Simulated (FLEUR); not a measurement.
# MnGa4: parallel and opposed starts, part 2 of 2

Aim: find out whether MnGa4 carries moments, and which collinear order costs least.

FLEUR MaX-R8.1; PBEsol; all-electron FLAPW, Dirac cores, scalar-relativistic bands.

So far. Step 2 (Run 1 (ferro +)): After 27 cycles the largest moment stands at 0.683 μB.

**3. Order 2, typed as antiferro q=(1/2,1/2,1/2) +-**

Reversing part of the moments tests the sign of the couplings between them.

The cell is doubled to 10 atoms to hold this order. The mesh is halved along the doubled vector, so that both cells sample the same points. The k list default-1 (kpts.xml, not shown) is a Γ-centred 4×8×8 mesh.

Input file inp.xml:

```
<?xml version="1.0" encoding="UTF-8" standalone="no"?>
<fleurInput fleurInputVersion="0.39">
   <comment>
      MnGa4
   </comment>
   <calculationSetup>
      <cutoffs Kmax="3.71" Gmax="11.1" GmaxXC="11.1" numbands="0"/>
      <scfLoop itmax="90" minDistance="0.00002" maxIterBroyd="15" imix="Anderson" alpha="0.05" precondParam="0.0" spinf="2.0" sdNocoIR="T"/>
      <coreElectrons ctail="T" frcor="F" kcrel="0" coretail_lmax="0"/>
      <xcFunctional name="PBEs" relativisticCorrections="F"/>
      <magnetism jspins="2"/>
      <soc l_soc="F" theta="0.0" phi="0.0" spav="F"/>
      <expertModes spex="0" secvar="F"/>
      <geometryOptimization l_f="F" forcealpha="1.0" forcemix="BFGS" epsdisp="0.00001" epsforce="0.00001"/>
      <ldaU l_linMix="F" mixParam="0.05" spinf="1.0"/>
   </calculationSetup>
   <cell>
      <bzIntegration valenceElectrons="134.0" mode="hist" fermiSmearingEnergy="0.00110248">
         <kPointListSelection listName="default-1"/>
         <xi:include xmlns:xi="http://www.w3.org/2001/XInclude" href="kpts.xml"> </xi:include>
      </bzIntegration>
      <xi:include xmlns:xi="http://www.w3.org/2001/XInclude" href="sym.xml"> </xi:include>
      <bulkLattice scale="1.0">
         <bravaisMatrix>
            <row-1>  -10.4761291032628865    10.4761291032628865    10.4761291032628865</row-1>
            <row-2>    0.0000000000000000     0.0000000000000000    10.4761291032628865</row-2>
            <row-3>    0.0000000000000000    10.4761291032628865     0.0000000000000000</row-3>
         </bravaisMatrix>
      </bulkLattice>
   </cell>
   <atomSpecies>
      <species name="Manganese 3.501" element="Mn" atomicNumber="25">
         <mtSphere radius="2.21" gridPoints="731" logIncrement="0.017"/>
         <atomicCutoffs lmax="8" lnonsphr="6"/>
         <electronConfig flipSpins="F">
            <coreConfig>(1s1/2) (2s1/2) (2p1/2) (2p3/2)</coreConfig>
            <valenceConfig>(3s1/2) (3p1/2) (3p3/2) (4s1/2) (3d3/2) (3d5/2)</valenceConfig>
            <stateOccupation state="(3d3/2)" spinUp="1.2505" spinDown="0.7495"/>
            <stateOccupation state="(3d5/2)" spinUp="3.0" spinDown="0.0"/>
         </electronConfig>
         <energyParameters s="4" p="4" d="3" f="4"/>
         <lo type="SCLO" l="0" n="3" eDeriv="0"/>
         <lo type="SCLO" l="1" n="3" eDeriv="0"/>
      </species>
      <species name="Manganese -3.501" element="Mn" atomicNumber="25">
         <mtSphere radius="2.21" gridPoints="731" logIncrement="0.017"/>
         <atomicCutoffs lmax="8" lnonsphr="6"/>
         <electronConfig flipSpins="F">
            <coreConfig>(1s1/2) (2s1/2) (2p1/2) (2p3/2)</coreConfig>
            <valenceConfig>(3s1/2) (3p1/2) (3p3/2) (4s1/2) (3d3/2) (3d5/2)</valenceConfig>
            <stateOccupation state="(3d3/2)" spinUp="0.7495" spinDown="1.2505"/>
            <stateOccupation state="(3d5/2)" spinUp="0.0" spinDown="3.0"/>
         </electronConfig>
         <energyParameters s="4" p="4" d="3" f="4"/>
         <lo type="SCLO" l="0" n="3" eDeriv="0"/>
         <lo type="SCLO" l="1" n="3" eDeriv="0"/>
      </species>
      <species name="Gallium (Ga)" element="Ga" atomicNumber="31">
         <mtSphere radius="2.21" gridPoints="731" logIncrement="0.017"/>
         <atomicCutoffs lmax="8" lnonsphr="6"/>
         <electronConfig flipSpins="F">
            <coreConfig>(1s1/2) (2s1/2) (2p1/2) (2p3/2) (3s1/2) (3p1/2) (3p3/2)</coreConfig>
            <valenceConfig>(4s1/2) (3d3/2) (3d5/2) (4p1/2) (4p3/2)</valenceConfig>
            <stateOccupation state="(4p1/2)" spinUp="0.166667" spinDown="0.166667"/>
            <stateOccupation state="(4p3/2)" spinUp="0.333333" spinDown="0.333333"/>
         </electronConfig>
         <energyParameters s="4" p="4" d="3" f="4"/>
      </species>
   </atomSpecies>
   <atomGroups>
      <atomGroup species="Manganese 3.501">
         <relPos label="                   1">.0000000000 .0000000000 .0000000000</relPos>
         <force calculate="T" relaxXYZ="TTT"/>
      </atomGroup>
      <atomGroup species="Manganese -3.501">
         <relPos label="                   2">1.000/2.000 .0000000000 .0000000000</relPos>
         <force calculate="T" relaxXYZ="TTT"/>
      </atomGroup>
      <atomGroup species="Gallium (Ga)">
         <relPos label="                   3">-1.000/4.000 .0000000000 1.000/2.000</relPos>
         <relPos label="                   4">1.000/4.000 .0000000000 1.000/2.000</relPos>
         <relPos label="                   5">-1.000/4.000 1.000/2.000 .0000000000</relPos>
         <relPos label="                   6">1.000/4.000 1.000/2.000 .0000000000</relPos>
         <relPos label="                   9">-1.000/4.000 1.000/2.000 1.000/2.000</relPos>
         <relPos label="                  10">1.000/4.000 1.000/2.000 1.000/2.000</relPos>
         <force calculate="T" relaxXYZ="TTT"/>
      </atomGroup>
      <atomGroup species="Gallium (Ga)">
         <relPos label="                   7">1.000/4.000 .0000000000 .0000000000</relPos>
         <relPos label="                   8">-1.000/4.000 .0000000000 .0000000000</relPos>
         <force calculate="T" relaxXYZ="TTT"/>
      </atomGroup>
   </atomGroups>
   <output dos="F" band="F" slice="F">
      <bandDOS minEnergy="-.5*Htr" maxEnergy="0.5*Htr" sigma="0.015" storeEVData="T"/>
      <plotting iplot="0" polar="F">
         <plot TwoD="T" vec1="  1.0  0.0  0.0" vec2="  0.0  1.0  0.0" vec3="  0.0  0.0  1.0" zero="  0.0  0.0  0.0" file="plot"/>
      </plotting>
      <moessbauerParams electricFieldGradient="F" isomerShift="F" coreHyperfine="F" valenceHyperfine="F"/>
   </output>
</fleurInput>
```

Input file crystal.txt:

```
MnGa4
&input film=F cartesian=F /
-5.54372878000  5.54372878000  5.54372878000
0.00000000000  0.00000000000  5.54372878000
0.00000000000  5.54372878000  0.00000000000
1.8897261246
1.0 1.0 1.0

10
25 0.00000000000  0.00000000000  0.00000000000 : 3.501
25 0.50000000000  0.00000000000  0.00000000000 : -3.501
31 0.75000000000  0.00000000000  0.50000000000
31 0.25000000000  0.00000000000  0.50000000000
31 0.75000000000  0.50000000000  0.00000000000
31 0.25000000000  0.50000000000  0.00000000000
31 0.25000000000  0.00000000000  0.00000000000
31 0.75000000000  0.00000000000  0.00000000000
31 0.75000000000  0.50000000000  0.50000000000
31 0.25000000000  0.50000000000  0.50000000000

&kpt div1=4 div2=8 div3=8 gamma=T /
```

The run is started by

```sh
OMP_NUM_THREADS=1 inpgen -f crystal.txt > inpgen.log  # inp.xml is then edited as shown
OMP_NUM_THREADS=1 mpirun -n 4 fleur_MPI > fleur.log
```

Log:

```text
[banner, memory and clock lines left out]
Welcome to FLEUR        (www.flapw.de)
      MaX-Release 8.1          (www.max-centre.eu)

 ========== k-point set info ==========
 Selected k-point list: default-1
 k-point list type: mesh
 0 x 0 x 0
 Number of k points: 36

 ------------Calculation Setup---------------------------
 Number of PE/node        :            4
 Number of OMP-threads    :            1
 k-points in parallel     :            4
 pe's per k-point         :            1
 No of k-point loops      :            9
 Eigenvalue solver        :       lapack
 Number of basis functions:         1081
 Approximate size of matrices (H+S) per k-point:         0.017 GB
 Iteration:     1   Distance:      20.81219786 me/bohr^3
 Iteration:     2   Distance:      16.13518195 me/bohr^3
 Iteration:     3   Distance:      14.07195410 me/bohr^3
 Iteration:     4   Distance:      13.78616576 me/bohr^3
 Iteration:     5   Distance:       7.92164460 me/bohr^3
 Iteration:     6   Distance:       4.54420558 me/bohr^3
 Iteration:     7   Distance:       5.67997933 me/bohr^3
 Iteration:     8   Distance:       2.56594474 me/bohr^3
 Iteration:     9   Distance:       2.57253439 me/bohr^3
 Iteration:    10   Distance:       1.23479078 me/bohr^3
 Iteration:    11   Distance:       0.91813715 me/bohr^3
 Iteration:    12   Distance:       0.37163188 me/bohr^3
 Iteration:    13   Distance:       0.36311371 me/bohr^3
 Iteration:    14   Distance:       0.31806131 me/bohr^3
 Iteration:    15   Distance:       0.10801751 me/bohr^3
 Iteration:    16   Distance:       0.10609121 me/bohr^3
 Iteration:    17   Distance:       0.10325478 me/bohr^3
 Iteration:    18   Distance:       0.02127560 me/bohr^3
 Iteration:    19   Distance:       0.01079649 me/bohr^3
 Iteration:    20   Distance:       0.00773115 me/bohr^3
 Iteration:    21   Distance:       0.00653537 me/bohr^3
 Iteration:    22   Distance:       0.00805891 me/bohr^3
 Iteration:    23   Distance:       0.00153791 me/bohr^3
 Iteration:    24   Distance:       0.00157998 me/bohr^3
 Iteration:    25   Distance:       0.00044061 me/bohr^3
 Iteration:    26   Distance:       0.00017889 me/bohr^3
 Iteration:    27   Distance:       0.00005819 me/bohr^3
 Iteration:    28   Distance:       0.00000547 me/bohr^3

 ********************************************************************
 Run finished successfully
 Stop message:
   all done
 ********************************************************************

--- out.xml (last complete iteration) ---
<iteration numberForCurrentRun="   28" overallNumber="   28">
         [... left out ...]
         <bandgap value="0.0000003684" units="eV"/>
         <sumValenceSingleParticleEnergies value="-46.6951642088" units="Htr"/>
         <FermiEnergy value="0.2697183696" units="Htr"/>
         <valenceDensity>
            <mtCharges spin="1">
               <mtCharge atomType="1" total="7.4243434" s="1.1444551" p="3.1611768" d="3.1116157" f="0.0054470"/>
               <mtCharge atomType="2" total="6.3088684" s="1.1330111" p="3.1472933" d="2.0213112" f="0.0055516"/>
               <mtCharge atomType="3" total="5.6592762" s="0.4065530" p="0.3085636" d="4.9380068" f="0.0049410"/>
               <mtCharge atomType="4" total="5.6592762" s="0.4065530" p="0.3085636" d="4.9380068" f="0.0049410"/>
            </mtCharges>
            <mtCharges spin="2">
               <mtCharge atomType="1" total="6.3088684" s="1.1330111" p="3.1472933" d="2.0213112" f="0.0055516"/>
               <mtCharge atomType="2" total="7.4243434" s="1.1444552" p="3.1611768" d="3.1116157" f="0.0054470"/>
               <mtCharge atomType="3" total="5.6592762" s="0.4065530" p="0.3085636" d="4.9380068" f="0.0049410"/>
               <mtCharge atomType="4" total="5.6592762" s="0.4065530" p="0.3085636" d="4.9380068" f="0.0049410"/>
            </mtCharges>
            <spinDependentCharge spin="1" total="67.0000000" interstitial="7.9925785" mtSpheres="59.0074215"/>
            <spinDependentCharge spin="2" total="67.0000000" interstitial="7.9925784" mtSpheres="59.0074215"/>
            <totalCharge value="134.0000000000"/>
         </valenceDensity>
         [... left out ...]
         <magneticMomentsInMTSpheres units="muBohr">
            <globalMagMoment atomType="1" vec="0.00000   0.00000   1.11548"/>
            <localMagMoment atomType="1" vec="0.00000   0.00000   1.11548"/>
            <globalMagMoment atomType="2" vec="0.00000   0.00000  -1.11548"/>
            <localMagMoment atomType="2" vec="0.00000   0.00000  -1.11548"/>
            <globalMagMoment atomType="3" vec="0.00000   0.00000   0.00000"/>
            <localMagMoment atomType="3" vec="0.00000   0.00000   0.00000"/>
            <globalMagMoment atomType="4" vec="0.00000   0.00000   0.00000"/>
            <localMagMoment atomType="4" vec="0.00000   0.00000   0.00000"/>
         </magneticMomentsInMTSpheres>
         [... left out ...]
         <totalEnergy value="   -17856.4162589366" units="Htr">
            <sumOfEigenvalues value="   -10254.5720885142">
               <coreElectrons value="-10207.8769243054"/>
               <valenceElectrons value="-46.6951642088"/>
            </sumOfEigenvalues>
            <densityCoulombPotentialIntegral value="-27533.1055398617"/>
            <densityEffectivePotentialIntegral value="-28445.6247510959"/>
            <chargeDenXCDenIntegral value="-695.9753545542"/>
            <FockExchangeEnergyValence value="0.0000000000"/>
            <FockExchangeEnergyCore value="0.0000000000"/>
         [... left out ...]
            <tkbTimesEntropy value="0.0001467982"/>
            <freeEnergy value="-17856.4164057348"/>
            <extrapolationTo0K value="-17856.4163323357"/>
         </totalEnergy>
         <densityConvergence units="me/bohr^3">
            <chargeDensity spin="1" distance="0.0000034549"/>
            <chargeDensity spin="2" distance="0.0000039969"/>
            <overallChargeDensity distance="0.0000054690"/>
            <spinDensity distance="0.0000050906"/>
         </densityConvergence>
      </iteration>
```

Elapsed: 2.6 min, on 4 MPI ranks of AMD EPYC 9R45, shared host; peak memory 0.6 GiB.

Spin moment in the muffin-tin sphere by atom:

| atom | spin moment in the muffin-tin sphere (μB) |
| --- | --- |
| Mn1 | 1.12 |
| Mn2 | -1.12 |
| Ga3 | 0.00 |
| Ga4 | 0.00 |
| Ga5 | 0.00 |
| Ga6 | 0.00 |
| Ga7 | 0.00 |
| Ga8 | 0.00 |
| Ga9 | 0.00 |
| Ga10 | 0.00 |

Read from the output:

| Item | Value |
| --- | --- |
| free energy | -485897.8438 eV |
| program's band gap on this mesh (in a metal only a level spacing) | 3.68e-7 eV |
| magnetization | 0 μB |
| final state | antiferromagnetic |

It lies 40.2 meV a seeded atom under the first start, and its largest moment is 1.12 μB against 0.683 μB.

**4. Order 3, typed as no spin polarisation**

Without spin polarisation no moment can form, so the difference from the other runs is what forming moments gains.

The k list default-1 (kpts.xml, not shown) is a Γ-centred 8×8×8 mesh.

Input file inp.xml:

```
<?xml version="1.0" encoding="UTF-8" standalone="no"?>
<fleurInput fleurInputVersion="0.39">
   <comment>
      MnGa4
   </comment>
   <calculationSetup>
      <cutoffs Kmax="3.71" Gmax="11.1" GmaxXC="11.1" numbands="0"/>
      <scfLoop itmax="90" minDistance="0.00002" maxIterBroyd="15" imix="Anderson" alpha="0.05" precondParam="0.0" spinf="2.0" sdNocoIR="T"/>
      <coreElectrons ctail="T" frcor="F" kcrel="0" coretail_lmax="0"/>
      <xcFunctional name="PBEs" relativisticCorrections="F"/>
      <magnetism jspins="1"/>
      <soc l_soc="F" theta="0.0" phi="0.0" spav="F"/>
      <expertModes spex="0" secvar="F"/>
      <geometryOptimization l_f="F" forcealpha="1.0" forcemix="BFGS" epsdisp="0.00001" epsforce="0.00001"/>
      <ldaU l_linMix="F" mixParam="0.05" spinf="1.0"/>
   </calculationSetup>
   <cell>
      <bzIntegration valenceElectrons="67.0" mode="hist" fermiSmearingEnergy="0.00110248">
         <kPointListSelection listName="default-1"/>
         <xi:include xmlns:xi="http://www.w3.org/2001/XInclude" href="kpts.xml"> </xi:include>
      </bzIntegration>
      <xi:include xmlns:xi="http://www.w3.org/2001/XInclude" href="sym.xml"> </xi:include>
      <bulkLattice scale="1.0">
         <bravaisMatrix>
            <row-1>   -5.2380645516314432     5.2380645516314432     5.2380645516314432</row-1>
            <row-2>    5.2380645516314432    -5.2380645516314432     5.2380645516314432</row-2>
            <row-3>    5.2380645516314432     5.2380645516314432    -5.2380645516314432</row-3>
         </bravaisMatrix>
      </bulkLattice>
   </cell>
   <atomSpecies>
      <species name="Manganese (Mn)" element="Mn" atomicNumber="25">
         <mtSphere radius="2.21" gridPoints="731" logIncrement="0.017"/>
         <atomicCutoffs lmax="8" lnonsphr="6"/>
         <electronConfig flipSpins="F">
            <coreConfig>(1s1/2) (2s1/2) (2p1/2) (2p3/2)</coreConfig>
            <valenceConfig>(3s1/2) (3p1/2) (3p3/2) (4s1/2) (3d3/2) (3d5/2)</valenceConfig>
            <stateOccupation state="(3d3/2)" spinUp="1.000000" spinDown="1.000000"/>
            <stateOccupation state="(3d5/2)" spinUp="1.500000" spinDown="1.500000"/>
         </electronConfig>
         <energyParameters s="4" p="4" d="3" f="4"/>
         <lo type="SCLO" l="0" n="3" eDeriv="0"/>
         <lo type="SCLO" l="1" n="3" eDeriv="0"/>
      </species>
      <species name="Gallium (Ga)" element="Ga" atomicNumber="31">
         <mtSphere radius="2.21" gridPoints="731" logIncrement="0.017"/>
         <atomicCutoffs lmax="8" lnonsphr="6"/>
         <electronConfig flipSpins="F">
            <coreConfig>(1s1/2) (2s1/2) (2p1/2) (2p3/2) (3s1/2) (3p1/2) (3p3/2)</coreConfig>
            <valenceConfig>(4s1/2) (3d3/2) (3d5/2) (4p1/2) (4p3/2)</valenceConfig>
            <stateOccupation state="(4p1/2)" spinUp="0.166667" spinDown="0.166667"/>
            <stateOccupation state="(4p3/2)" spinUp="0.333333" spinDown="0.333333"/>
         </electronConfig>
         <energyParameters s="4" p="4" d="3" f="4"/>
      </species>
   </atomSpecies>
   <atomGroups>
      <atomGroup species="Manganese (Mn)">
         <relPos label="                   1">.0000000000 .0000000000 .0000000000</relPos>
         <force calculate="T" relaxXYZ="TTT"/>
      </atomGroup>
      <atomGroup species="Gallium (Ga)">
         <relPos label="                   2">.0000000000 .0000000000 1.000/2.000</relPos>
         <relPos label="                   3">.0000000000 1.000/2.000 .0000000000</relPos>
         <relPos label="                   4">1.000/2.000 .0000000000 .0000000000</relPos>
         <relPos label="                   5">1.000/2.000 1.000/2.000 1.000/2.000</relPos>
         <force calculate="T" relaxXYZ="TTT"/>
      </atomGroup>
   </atomGroups>
   <output dos="F" band="F" slice="F">
      <bandDOS minEnergy="-.5*Htr" maxEnergy="0.5*Htr" sigma="0.015" storeEVData="T"/>
      <plotting iplot="0" polar="F">
         <plot TwoD="T" vec1="  1.0  0.0  0.0" vec2="  0.0  1.0  0.0" vec3="  0.0  0.0  1.0" zero="  0.0  0.0  0.0" file="plot"/>
      </plotting>
      <moessbauerParams electricFieldGradient="F" isomerShift="F" coreHyperfine="F" valenceHyperfine="F"/>
   </output>
</fleurInput>
```

Input file crystal.txt:

```
MnGa4
&input film=F cartesian=F /
-2.77186439000  2.77186439000  2.77186439000
2.77186439000  -2.77186439000  2.77186439000
2.77186439000  2.77186439000  -2.77186439000
1.8897261246
1.0 1.0 1.0

5
25 0.00000000000  0.00000000000  0.00000000000
31 0.00000000000  0.00000000000  0.50000000000
31 0.00000000000  0.50000000000  0.00000000000
31 0.50000000000  0.00000000000  0.00000000000
31 0.50000000000  0.50000000000  0.50000000000

&kpt div1=8 div2=8 div3=8 gamma=T /
```

Log:

```text
[banner, memory and clock lines left out]
Welcome to FLEUR        (www.flapw.de)
      MaX-Release 8.1          (www.max-centre.eu)

 ========== k-point set info ==========
 Selected k-point list: default-1
 k-point list type: mesh
 0 x 0 x 0
 Number of k points: 32

 [... set-up left out ...]
 Iteration:     1   Distance:      28.35760379 me/bohr^3
 Iteration:     2   Distance:      12.40751634 me/bohr^3
 Iteration:     3   Distance:       9.13370145 me/bohr^3
 Iteration:     4   Distance:       6.83459828 me/bohr^3
 Iteration:     5   Distance:       3.24659993 me/bohr^3
[...]
<FermiEnergy value="0.2736891972" units="Htr"/>
         [... left out ...]
         <totalEnergy value="    -8928.2049111557" units="Htr">
            <sumOfEigenvalues value="    -5127.2700725802">
               <coreElectrons value="-5103.9470892184"/>
               <valenceElectrons value="-23.3229833617"/>
            </sumOfEigenvalues>
         [... left out ...]
            <freeEnergy value="-8928.2054769230"/>
            <extrapolationTo0K value="-8928.2051940393"/>
         </totalEnergy>
         <densityConvergence units="me/bohr^3">
            <chargeDensity spin="1" distance="0.0000045735"/>
         </densityConvergence>
      </iteration>
```

The job ended after 12 s (4 MPI ranks; peak memory 0.25 GiB; 49 s of CPU time).

This step gave:

```yaml
free_energy: -242948.8477 eV
program_s_band_gap_on_this_mesh_in_a_metal_only_a_level_spacing: 0.01599 eV
final_state: non-magnetic (no spin polarisation)
```

It lies 34.0 meV a seeded atom over the first start.

**5. Energies of the orders**

Free energies are divided by the number of seeded atoms, so that cells of unlike size compare. Wavevectors q in the names are fractions of the primitive cell's reciprocal vectors.

Orders:

```
                       start        final state  typed order kept  energy over the lowest (meV a seeded atom)  largest sphere moment (μB)  net moment (μB a primitive cell)  mesh matched  CPU time (s)
                     ferro +      ferromagnetic               yes                                       40.19                      0.6829                             0.673           yes         117.6
antiferro q=(1/2,1/2,1/2) +-  antiferromagnetic               yes                                           0                       1.115                                 0           yes         623.9
        no spin polarisation       non-magnetic                 -                                       74.18                           0                                 0           yes         48.84
```

**6. Results**

```
lowest state found                 : antiferromagnetic (typed antiferro q=(1/2,1/2,1/2) +-)
largest site spin moment           : 1.12 μB
next finished state                : ferromagnetic, 40.2 meV a seeded atom higher
energy gained by spin polarisation : 74.2 meV a seeded atom
```

In words: The lowest state found is antiferromagnetic, reached from the start antiferro q=(1/2,1/2,1/2) +-, with moments up to 1.12 μB. The next finished state costs 40 meV a seeded atom. Only 3 starts were tried; other patterns of signs, canted and longer-period orders were not. Computed site moments are spin alone, inside the muffin-tin sphere; measured ones also hold the orbital part and what lies outside the sphere, and fluctuations can lower them.

Calculation against experiment:

```
        quantity  measured          PBEsol
moment (Mn) (μB)       0.8  1.12 (+39.4 %)
```

Measured values from arxiv:1802.03256 (2018).

How well it matches: The moment is off by +39.4 %. No cell relaxation is part of this session.

[Logs and program files are shortened in this print: banners, set-up blocks, solver, clock and traceback lines can be left out without a mark of their own.]

[Logs are printed without paths, hosts, clocks, repeated set-up lines and the standing remarks that a program may print on its own settings, such as how far it seeks lower states.]

[Hosts, paths, dates, database ids (printed as entryN), source tags and the programs' standing remarks are cut or masked in the printed files.]

[Where a cell is said to come from a database of computed structures, the database is the Materials Project.]
